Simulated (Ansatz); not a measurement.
# Decaying states in the gap of Ba2MgMoS3O3, part 3 of 3

Wanted: the relaxed cell of Ba2MgMoS3O3, its band edges and its decay constants. It is built by putting S for part of the O in the Ba2MgMoO6 structure of space group Fm-3m, with the volume rescaled by atomic radii. The parent structure comes from the Materials Project.

Ansatz 0.2.0; PBE DFT, plane waves, PAW files (the session's first sound run).

So far, gap on the k-mesh (eV): step 3 (band edges) 0.727.

The structure was built from a prototype and need not be the compound's stable phase.

### 6. Complex bands, plane (100)

Level of this step: PBE DFT, plane waves, PAW files; complex bands by layer matching along the plane's normal (Ansatz).

The same for the (100) plane, at (0, 0) and (0.5, 0), to see how the decay depends on direction.

Contents of input.yaml:

```yaml
crystal:
  lattice:
    - [7.102940754, 0.0, 0.0]
    - [-0.174929732, 7.100786361, 0.0]
    - [3.464005511, 3.55039318, 3.930940405]
  atoms:
    - { symbol: Ba, position: [0.2477492586, 0.7522507414, 0.5] }
    - { symbol: Ba, position: [0.7477492586, 0.2522507414, 0.5] }
    - { symbol: Mg, position: [0.4803191227, 0.5196808773, 0.0] }
    - { symbol: Mo, position: [0.9746765791, 0.0253234209, 0.0] }
    - { symbol: O, position: [0.7972565985, 0.2027434015, 0.0] }
    - { symbol: S, position: [0.2432594744, 0.7567405256, 0.0] }
    - { symbol: S, position: [0.2489472377, 0.2440473722, 0.0] }
    - { symbol: S, position: [0.7559526278, 0.7510527623, 0.0] }
    - { symbol: O, position: [0.2357148298, 0.2316249872, 0.532660183] }
    - { symbol: O, position: [0.7683750128, 0.7642851702, 0.467339817] }
kpoints:
  mp_grid: { grid: [6, 6, 6] }
scf:
  occupations: { method: fixed }
hamiltonian:
  xc: pbe
output:
  eigenvalues: true
  transmission:
    leads: [[0, 0]]
    kpoints: [[0.0, 0.0], [0.5, 0.0]]
    e_range: [-1.0, 1.73]
    de: 0.05
```

On the command line:

```
$ ansatz run input.yaml --threads 2 --pin off --max-ram 4096MiB --backend cpu --events-out ev --progress --plain --runs-dir out
```

Numbers of over 12 decimals in the logs are rounded to 6 here.

The program printed:

```text
[...]
Crystal: 10 atoms, lattice volume = 198.263 Å³
Basis set: ecut = 420 eV, 3877 PW (Γ)
Bands: 50, of which v1, the nominal top of the filled ones, is band 40 counted from 1 (39 counted from 0)
Symmetry: 4 space group operations
[...]
k-points: 46 of 216 (time reversal used)
[...]
SCF iter   1: F=—  HF=-23198.625528 eV  |F-HF|=—  |Δ(HF+E_count)|=         —  Δρ=4.26e-3  dr2=3.03e-2  ethr=1.77e-3  ⟨swp⟩=4.6  Hψ=8606  notcnv=0  defer=357
[...]
SCF iter   9: F=-23198.622880 eV  HF=-23198.622880 eV  |F-HF|=5.66e-9  |Δ(HF+E_count)|=   1.94e-7  Δρ=2.45e-6  dr2=1.67e-8  ethr=1.25e-10  ⟨swp⟩=14.1  Hψ=11901  notcnv=0
SCF 1 converged in 9 iterations: F = -23198.622880 eV  dr2 = 1.67e-8
[...]
transmission: 7 of 14 steps passed
transmission: 14 of 14 steps passed
SCF converged after 9 iterations
Free energy (F): -23198.622880 eV
[...]
Internal energy: -23198.622880 eV  (E = F + TS)
E sigma→0 (E₀):  -23198.622880 eV
Fermi energy:    7.772337 eV
[...]
--- Band table (eV; the first three rows and the last of 46) ---
  k-point 0: bands = [... 36 lower, 7.3692, 7.4331, 7.6017, 7.7723, 8.6219, 9.1401, 9.9497, 10.1053, ... 6 higher]
  k-point 1: bands = [... 36 lower, 7.2290, 7.2540, 7.3751, 7.5832, 8.5835, 9.3263, 10.1113, 10.6955, ... 6 higher]
  k-point 2: bands = [... 36 lower, 6.8118, 6.9607, 7.0027, 7.2732, 8.5301, 9.6186, 10.2303, 10.6361, ... 6 higher]
  k-point 45: bands = [... 36 lower, 6.4442, 6.9130, 6.9154, 7.0438, 8.9533, 9.8166, 9.8286, 10.0736, ... 6 higher]
--- Transmission ---
  basis      : 437 plane waves across, 7 finite elements along
  points     : 2, as listed
[...]
crystal 0  : Mo1S3O3Mg1Ba2, at the sites [0, 0], period 3.9309 Å: whole cells are its period
[...]
channels       : 0.000000e0 a spin
[...]
slowest decay  : 0.2295 /Å at (0.0000, 0.0000)
```

It took 2 min on 2 threads of Intel Xeon 6975P-C (Granite Rapids), shared host; peak memory 1.7 GiB.

Numbers from this step:

```yaml
free_energy: -23198.6229 eV
decay_constant_at_the_filling_level_zone_centre: 0.2295 Å⁻¹
decay_constant_at_the_filling_level_slowest_listed_point: 0.2295 Å⁻¹
```

K parallel (0, 0); values up to 1.5 1/Å, a degenerate pair printed once or twice; energies at which all values exceed this have no row. Table of Im kz of the slowest decaying states by energy, zero at the highest filled level on the SCF mesh:

```csv
energy (eV),decay 1 (Å⁻¹),decay 2 (Å⁻¹),decay 3 (Å⁻¹),decay 4 (Å⁻¹)
-1.00,0.220,0.265,0.325,0.431
-0.90,0.0580,0.107,0.241,0.350
-0.80,0.120,0.259,0.303,0.373
-0.70,0.144,0.203,0.274,0.394
-0.55,0.0921,0.291,0.422,0.444
-0.45,0.178,0.301,0.439,0.444
-0.35,0.0600,0.261,0.309,0.444
-0.25,0.134,0.317,0.318,0.444
-0.15,0.0755,0.180,0.328,0.359
-0.05,0.154,0.223,0.342,0.394
0.00,0.00438,0.170,0.242,0.351
0.10,0.172,0.192,0.273,0.370
0.20,0.209,0.234,0.296,0.395
0.30,0.223,0.277,0.315,0.404
0.40,0.235,0.308,0.330,0.403
0.50,0.245,0.331,0.342,0.395
0.60,0.254,0.345,0.353,0.363
0.75,0.265,0.350,0.366,0.367
0.85,0.0277,0.270,0.355,0.357
0.95,0.246,0.273,0.347,0.378
1.05,0.250,0.275,0.338,0.382
1.15,0.224,0.274,0.330,0.385
1.25,0.175,0.269,0.325,0.384
1.40,0.255,0.321,0.371,0.388
1.50,0.241,0.320,0.362,0.388
1.60,0.225,0.320,0.351,0.386
1.70,0.207,0.320,0.339,0.382
```

K parallel (0, 0). The Re kz of states that move upwards by energy, zero at the highest filled level on the SCF mesh:

```csv
energy (eV),channel 1 (Å⁻¹),channel 2 (Å⁻¹),channel 3 (Å⁻¹),channel 4 (Å⁻¹),channel 5 (Å⁻¹)
-1.00,-0.663,-0.553,-0.263,-0.109,-
-0.90,-0.592,-0.503,-0.235,-,-
-0.80,-0.572,-0.525,-0.454,-0.207,-
-0.70,-0.459,-0.450,-0.402,-0.175,-
-0.55,-0.595,-0.354,-0.293,-0.280,-0.119
-0.45,-0.483,-0.298,-0.204,-0.0652,-
-0.35,-0.395,-0.236,-0.0680,-,-
-0.25,-0.316,-0.155,-,-,-
-0.15,-0.233,-,-,-,-
-0.05,-0.129,-,-,-,-
0.00,-,-,-,-,-
0.10,-,-,-,-,-
0.20,-,-,-,-,-
0.30,-,-,-,-,-
0.40,-,-,-,-,-
0.50,-,-,-,-,-
0.60,-,-,-,-,-
0.75,-0.574,-,-,-,-
0.85,-,-,-,-,-
0.95,-,-,-,-,-
1.05,-,-,-,-,-
1.15,-,-,-,-,-
1.25,-,-,-,-,-
1.40,0.101,-,-,-,-
1.50,0.217,-,-,-,-
1.60,0.307,-,-,-,-
1.70,0.395,-,-,-,-
```

K parallel (0.5, 0); values up to 1.5 1/Å, a degenerate pair printed once or twice; energies at which all values exceed this have no row. The Im kz of the slowest decaying states by energy, zero at the highest filled level on the SCF mesh:

```csv
energy (eV),decay 1 (Å⁻¹),decay 2 (Å⁻¹),decay 3 (Å⁻¹),decay 4 (Å⁻¹)
-1.00,0.102,0.279,0.493,0.493
-0.85,0.0769,0.240,0.497,0.632
-0.75,0.183,0.493,0.618,0.672
-0.60,0.218,0.218,0.390,0.508
-0.45,0.231,0.491,0.625,0.625
-0.30,0.0311,0.0311,0.283,0.516
-0.20,0.168,0.168,0.307,0.523
-0.05,0.251,0.333,0.531,0.558
0.00,0.272,0.340,0.533,0.552
0.10,0.306,0.353,0.538,0.538
0.20,0.335,0.363,0.523,0.544
0.35,0.371,0.375,0.493,0.556
0.50,0.384,0.402,0.402,0.454
0.60,0.388,0.420,0.423,0.590
0.75,0.348,0.389,0.461,0.461
0.90,0.151,0.383,0.525,0.628
1.00,0.254,0.367,0.499,0.606
1.15,0.369,0.429,0.520,0.520
1.30,0.352,0.423,0.563,0.579
1.45,0.232,0.391,0.421,0.547
1.55,0.0892,0.0892,0.402,0.417
1.70,0.409,0.410,0.523,0.612
```

At the listed wavevectors the last open channel is at -0.05 eV and the next at +0.75 eV on the grid. At +0.35 eV, the grid energy nearest the filling level (the middle of the gap on the SCF mesh), the slowest state at the listed wavevectors decays with κ = 0.230 Å⁻¹, its amplitude falling by e over 4.4 Å; the first such run, plane (010), gave 0.164 Å⁻¹.

### 7. Band edges at another level, cutoff 1240 eV

This step: PBE DFT, plane waves, norm-conserving files (Ansatz 0.2.0).

The edges again with norm-conserving files, at the same atoms. Against that run the cutoff is 1240 eV against 420.

Contents of input.yaml:

```yaml
crystal:
  lattice:
    - [0.0, 4.9603050224, 3.9309404051]
    - [5.0840084027, 0.0, 3.9309404051]
    - [5.0840084027, 4.9603050224, 0.0]
  atoms:
    - { symbol: Ba, position: [0.2477492586, 0.2522507414, 0.2522507414] }
    - { symbol: Ba, position: [0.7477492586, 0.7522507414, 0.7522507414] }
    - { symbol: Mg, position: [0.4803191227, 0.5196808773, 0.5196808773] }
    - { symbol: Mo, position: [-0.0253234209, 0.0253234209, 0.0253234209] }
    - { symbol: O, position: [0.7972565985, 0.2027434015, 0.2027434015] }
    - { symbol: S, position: [0.2432594744, 0.7567405256, 0.7567405256] }
    - { symbol: S, position: [0.2489472377, 0.7510527623, 0.2440473722] }
    - { symbol: S, position: [0.7559526278, 0.2440473722, 0.7510527623] }
    - { symbol: O, position: [0.2357148298, 0.2316249872, 0.7642851702] }
    - { symbol: O, position: [0.7683750128, 0.7642851702, 0.2316249872] }
kpoints:
  mp_grid: { grid: [6, 6, 6] }
  band_path: { path: [VBM, CBM], npoints: 30 }
scf:
  occupations: { method: fixed }
hamiltonian:
  xc: pbe
  pseudopotentials: { kind: nc }
output:
  eigenvalues: true
```

The program printed:

```text
[...]
Crystal: 10 atoms, lattice volume = 198.263 Å³
Basis set: ecut = 1240 eV, 19719 PW (Γ)
Bands: 50, of which v1, the nominal top of the filled ones, is band 40 counted from 1 (39 counted from 0)
Symmetry: 4 space group operations
[...]
k-points: 46 of 216 (time reversal used)
[...]
SCF iter   1: F=—  HF=-7366.066872 eV  |F-HF|=—  |Δ(HF+E_count)|=         —  Δρ=9.59e-2  dr2=4.89e1  ethr=3.10e-3  ⟨swp⟩=10.2  Hψ=13307  notcnv=0  defer=361
[...]
SCF iter  11: F=-7353.370983 eV  HF=-7353.370983 eV  |F-HF|=3.90e-8  |Δ(HF+E_count)|=   1.12e-6  Δρ=6.35e-6  dr2=8.61e-8  ethr=1.25e-10  ⟨swp⟩=23.1  Hψ=18695  notcnv=0
SCF 1 converged in 11 iterations: F = -7353.370983 eV  dr2 = 8.61e-8
[...]
SCF converged after 11 iterations
Free energy (F): -7353.370983 eV
[...]
Internal energy: -7353.370983 eV  (E = F + TS)
E sigma→0 (E₀):  -7353.370983 eV
Fermi energy:    7.817064 eV
[...]
--- Band table (eV; the first three rows and the last of 46) ---
  k-point 0: bands = [... 36 lower, 7.4163, 7.4764, 7.6490, 7.8171, 8.6662, 9.1868, 10.0017, 10.1521, ... 6 higher]
  k-point 1: bands = [... 36 lower, 7.2299, 7.3337, 7.5042, 7.6775, 8.7064, 9.2682, 10.1456, 10.3570, ... 6 higher]
  k-point 2: bands = [... 36 lower, 7.0538, 7.1154, 7.3276, 7.5639, 8.7564, 9.3603, 10.1708, 10.9645, ... 6 higher]
  k-point 45: bands = [... 36 lower, 6.5338, 6.7230, 6.9345, 7.1939, 8.5434, 9.8132, 10.3819, 10.3880, ... 6 higher]
```

Run time: 2.9 min. Hardware: 2 threads; peak memory 1.8 GiB; 5.7 min of CPU time.

This step gave:

| Item | Value |
| --- | --- |
| free energy | -7353.3710 eV |
| Fermi energy | 7.817 eV |
| gap on the k-mesh | 0.7264 eV |
| gap on path | 0.7264 eV, by band count; negative where bands overlap |
| direct gap on path | 0.8491 eV |

Electronic bands along the path, in eV, zero at the Fermi level (highest filled level under fixed occupations); v1 is the highest filled band, c1 the lowest empty one:

```csv
point,v4,v3,v2,v1,c1,c2,c3,c4
VBM,-0.40,-0.34,-0.17,0.00,0.85,1.37,2.18,2.34
halfway,-0.69,-0.64,-0.63,-0.35,0.78,1.71,2.39,3.04
CBM,-1.28,-1.09,-0.88,-0.62,0.73,2.00,2.56,2.57
```

The searched edges give 0.726 eV, as on the mesh.

### 8. Complex bands at another level

This step: PBE DFT, plane waves, norm-conserving files; complex bands by layer matching along the plane's normal (Ansatz 0.2.0).

The complex bands at that level, over its own gap, at (0, 0) and (-0.5, -0.5).

Contents of input.yaml:

```yaml
crystal:
  lattice:
    - [6.426463561, 0.0, 0.0]
    - [-1.617506872, 6.219574377, 0.0]
    - [2.404478345, 3.109787188, 4.960305022]
  atoms:
    - { symbol: Ba, position: [0.7477492586, 0.2522507414, 0.5] }
    - { symbol: Ba, position: [0.2477492586, 0.7522507414, 0.5] }
    - { symbol: Mg, position: [0.4803191227, 0.5196808773, 0.0] }
    - { symbol: Mo, position: [0.9746765791, 0.0253234209, 0.0] }
    - { symbol: O, position: [0.7972565985, 0.2027434015, 0.0] }
    - { symbol: S, position: [0.2432594744, 0.7567405256, 0.0] }
    - { symbol: S, position: [0.7559526278, 0.7510527623, 0.4929946099] }
    - { symbol: S, position: [0.2489472377, 0.2440473722, 0.5070053901] }
    - { symbol: O, position: [0.2357148298, 0.2316249872, 0.0] }
    - { symbol: O, position: [0.7683750128, 0.7642851702, 0.0] }
kpoints:
  mp_grid: { grid: [6, 6, 6] }
scf:
  occupations: { method: fixed }
hamiltonian:
  xc: pbe
  pseudopotentials: { kind: nc }
output:
  eigenvalues: true
  transmission:
    leads: [[0, 0]]
    kpoints: [[0.0, 0.0], [-0.5, -0.5]]
    e_range: [-1.0, 1.73]
    de: 0.05
```

The program printed:

```text
Engine: ansatz 0.2.0, x86_64-unknown-linux-gnu
Pseudopotentials: kind: nc
Pseudopotential: Ba, nc, valence charge 10, recommended cutoff 770 eV (normal), Ba.nc.azcp
Pseudopotential: Mg, nc, valence charge 10, recommended cutoff 1142.878222 eV (normal), Mg.nc.azcp
Pseudopotential: Mo, nc, valence charge 14, recommended cutoff 1088.45545 eV (normal), Mo.nc.azcp
Pseudopotential: O, nc, valence charge 6, recommended cutoff 1240 eV (normal), O.nc.azcp
Pseudopotential: S, nc, valence charge 6, recommended cutoff 770 eV (normal), S.nc.azcp (PseudoDojo's, or run here from an input of PseudoDojo's: the run reads no file of this project's for it)
Functional definition: PBE
  parameter kappa = 0.804
  parameter beta = 0.066725
  exchange = pbe_x(kappa = kappa, mu = beta*pi^2/3)
  correlation = pbe_c(beta = beta)
Error: memory limit exceeded: the `transmission` phase of `transmission` needs 8.24 GiB against the run's memory maximum of 4.00 GiB; largest carriers: transmission 7.84 GiB, unmodelled-tail allowance 0.30 GiB, source scf tables 0.09 GiB, source scf state 0.00 GiB; the layers of output.transmission grow with the square of the cell's cross-section: a lower cutoff or a narrower output.transmission.e_range takes less, and so, most of all in a narrow cell, does a wider de; where no e_range is typed, a fill by count is planned with a gap of 40 thermal energies
with nothing else changed it takes a maximum of at least 8.25 GiB, with nothing to spare, and 9.07 GiB leaves up to a tenth: --max-ram 9.07GiB where that set the maximum, else more of the term that did, and with no share typed, where 9.07 GiB is over 0.88 of the host's memory or its container's limit, a share of 0.88 or more that holds the maximum too (--max-ram-frac F), where one does; The budget is ten elevenths of [...]
`transmission` follows the SCF: where the deck gives it k-points, a mesh or a band count of its own, those are what to reduce (not on a resume, whose deck is fixed)
```

Wall time 0.31 s (2 threads); peak memory 0.27 GiB.

The program refused the input before any cycle.

The program's message: “Error: memory limit exceeded: the `transmission` phase of `transmission` needs 8.24 GiB against the run's memory maximum of 4.00 GiB; largest carriers: transmission 7.84 GiB, unmodelled-tail allowance …”

### 9. The same cell, other settings

This step: PBE DFT, plane waves, PAW files; complex bands by layer matching along the plane's normal; changed: output.transmission.temperature = 0, scf.max_iter = 80 (Ansatz 0.2.0).

This run repeats an earlier one, its twin (the complex run, plane (010)), with two settings changed (scf.max_iter, output.transmission.temperature; files written aside). The setting was drawn as a possible misstep, on purpose. Where the input is shown as a difference, that is against the step before, not the twin.

input.yaml: that of step 8 with these lines changed.

```diff
@@ -20,5 +20,5 @@
   occupations: { method: fixed }
+  max_iter: 80
 hamiltonian:
   xc: pbe
-  pseudopotentials: { kind: nc }
 output:
@@ -30 +30,2 @@
     de: 0.05
+    temperature: 0
```

The program printed:

```text
Error: invalid value for `output.transmission.temperature`: must be finite and ≥ 1.2; got 0 K
```

Run time: 0.06 s. Hardware: 2 threads; peak memory 0.096 GiB.

The program refused the input before any cycle.

The program's message: “Error: invalid value for `output.transmission.temperature`: must be finite and ≥ 1.2; got 0 K”

The change that led to it: output.transmission.temperature = 0.

### 10. The same cell, other settings

This step: PBE DFT, plane waves, PAW files; complex bands by layer matching along the plane's normal; changed: output.transmission.e_range = [-0.1, 0.1], output.transmission.de = 0.02 (Ansatz 0.2.0).

This run repeats an earlier one, its twin (the complex run, plane (010)), with two settings changed (output.transmission.e_range, output.transmission.de; files written aside). It is meant to test what the energy window and step decide. Where the input is shown as a difference, that is against the step before, not the twin.

input.yaml: that of step 9 with these lines changed.

```diff
@@ -20,3 +20,2 @@
   occupations: { method: fixed }
-  max_iter: 80
 hamiltonian:
@@ -28,4 +27,3 @@
     kpoints: [[0.0, 0.0], [-0.5, -0.5]]
-    e_range: [-1.0, 1.73]
-    de: 0.05
-    temperature: 0
+    e_range: [-0.1, 0.1]
+    de: 0.02
```

The program printed:

```text
[...]
Crystal: 10 atoms, lattice volume = 198.263 Å³
Basis set: ecut = 420 eV, 3877 PW (Γ)
Bands: 50, of which v1, the nominal top of the filled ones, is band 40 counted from 1 (39 counted from 0)
Symmetry: 4 space group operations
[...]
k-points: 46 of 216 (time reversal used)
[...]
SCF iter   1: F=—  HF=-23198.625420 eV  |F-HF|=—  |Δ(HF+E_count)|=         —  Δρ=4.26e-3  dr2=3.03e-2  ethr=1.77e-3  ⟨swp⟩=4.6  Hψ=8605  notcnv=0  defer=357
[...]
SCF iter   9: F=-23198.622821 eV  HF=-23198.622821 eV  |F-HF|=5.83e-9  |Δ(HF+E_count)|=   1.94e-7  Δρ=2.48e-6  dr2=1.73e-8  ethr=1.25e-10  ⟨swp⟩=14.1  Hψ=12054  notcnv=0
SCF 1 converged in 9 iterations: F = -23198.622821 eV  dr2 = 1.73e-8
[...]
transmission: 8 of 16 steps passed
transmission: 16 of 16 steps passed
SCF converged after 9 iterations
Free energy (F): -23198.622821 eV
[...]
Internal energy: -23198.622821 eV  (E = F + TS)
E sigma→0 (E₀):  -23198.622821 eV
Fermi energy:    7.772332 eV
[...]
--- Band table (eV; the first three rows and the last of 46) ---
  k-point 0: bands = [... 36 lower, 7.3692, 7.4331, 7.6017, 7.7723, 8.6219, 9.1401, 9.9496, 10.1053, ... 6 higher]
  k-point 1: bands = [... 36 lower, 7.2341, 7.3257, 7.3413, 7.4294, 8.7504, 9.3248, 10.0987, 10.1975, ... 6 higher]
  k-point 2: bands = [... 36 lower, 6.6513, 6.9991, 7.0440, 7.1766, 8.9036, 9.6619, 10.0820, 10.3217, ... 6 higher]
  k-point 45: bands = [... 36 lower, 6.4852, 6.6746, 6.8910, 7.1485, 8.4990, 9.7662, 10.3343, 10.3378, ... 6 higher]
--- Transmission ---
  basis      : 349 plane waves across, 8 finite elements along
  points     : 2, as listed
[...]
channels       : 0.000000e0 a spin
[...]
slowest decay  : 0.0889 /Å at (0.0000, 0.0000)
```

Wall time 28 s (2 threads); peak memory 1 GiB.

This step gave:

| Property | Result |
| --- | --- |
| free energy | -23198.6228 eV |
| Fermi energy | 7.772 eV |
| gap on the k-mesh | 0.7267 eV |

K parallel (0, 0); values up to 1.5 1/Å, a degenerate pair printed once or twice; energies at which all values exceed this have no row. Im kz of the slowest decaying states against energy, zero at the highest filled level on the SCF mesh:

```csv
energy (eV),decay 1 (Å⁻¹),decay 2 (Å⁻¹),decay 3 (Å⁻¹),decay 4 (Å⁻¹)
-0.1000,0.114,0.174,0.208,0.284
-0.0800,0.128,0.179,0.214,0.286
-0.0600,0.140,0.183,0.220,0.288
-0.0400,0.151,0.187,0.225,0.290
-0.0200,0.160,0.191,0.230,0.291
0.0000,0.00256,0.169,0.194,0.235
0.0200,0.0404,0.178,0.197,0.240
0.0400,0.0568,0.185,0.200,0.244
0.0600,0.0693,0.192,0.202,0.248
0.0800,0.0798,0.199,0.204,0.252
0.1000,0.0889,0.206,0.206,0.256
```

K parallel (0, 0). Re kz of states that move upwards, channel 1 against energy, zero at the highest filled level on the SCF mesh:

```csv
energy (eV),"Re kz of states that move upwards, channel 1 (Å⁻¹)"
-0.1000,-0.0920
-0.0800,-0.0820
-0.0600,-0.0707
-0.0400,-0.0575
-0.0200,-0.0405
0.0000,-
0.0200,-
0.0400,-
0.0600,-
0.0800,-
0.1000,-
```

K parallel (-0.5, -0.5); values up to 1.5 1/Å, a degenerate pair printed once or twice; energies at which all values exceed this have no row. The Im kz of the slowest decaying states by energy, zero at the highest filled level on the SCF mesh:

```csv
energy (eV),decay 1 (Å⁻¹),decay 2 (Å⁻¹),decay 3 (Å⁻¹),decay 4 (Å⁻¹)
-0.1000,0.248,0.252,0.257,0.314
-0.0800,0.250,0.256,0.258,0.316
-0.0600,0.251,0.259,0.260,0.319
-0.0400,0.253,0.261,0.264,0.321
-0.0200,0.254,0.262,0.267,0.324
0.0000,0.255,0.262,0.270,0.326
0.0200,0.256,0.263,0.274,0.328
0.0400,0.258,0.264,0.277,0.331
0.0600,0.259,0.265,0.280,0.333
0.0800,0.260,0.265,0.283,0.335
0.1000,0.261,0.266,0.286,0.337
```

### 11. Results

```yaml
band_gap: 0.727 eV
least_decay_constant_at_mid_gap_normal_to_010: 0.164 Å⁻¹
least_decay_constant_at_mid_gap_normal_to_100: 0.230 Å⁻¹
least_decay_constant_on_a_mesh_normal_to_010: 0.166 Å⁻¹
```

What this shows: With PBE, the slowest decay at the wavevectors tried is κ = 0.164 Å⁻¹, normal to (010). Through such a film the transmission near mid-gap falls as exp(−2κd), a factor of ten every 7.0 Å. The decay depends on direction: 1.4 times faster normal to (100). A free electron under a barrier of half the gap would need a mass of 0.28 mₑ to decay at this rate. The compound is made up by substitution; its stability against other phases and against distortions of the cell's symmetry was not tested. A semilocal functional narrows gaps, so real decay constants are likely larger.

[Logs are printed without paths, hosts, clocks, repeated set-up lines and the standing remarks that a program may print on its own settings, such as how far it seeks lower states.]

[Hosts, paths, dates, database ids (printed as entryN), source tags and the programs' standing remarks are cut or masked in the printed files.]
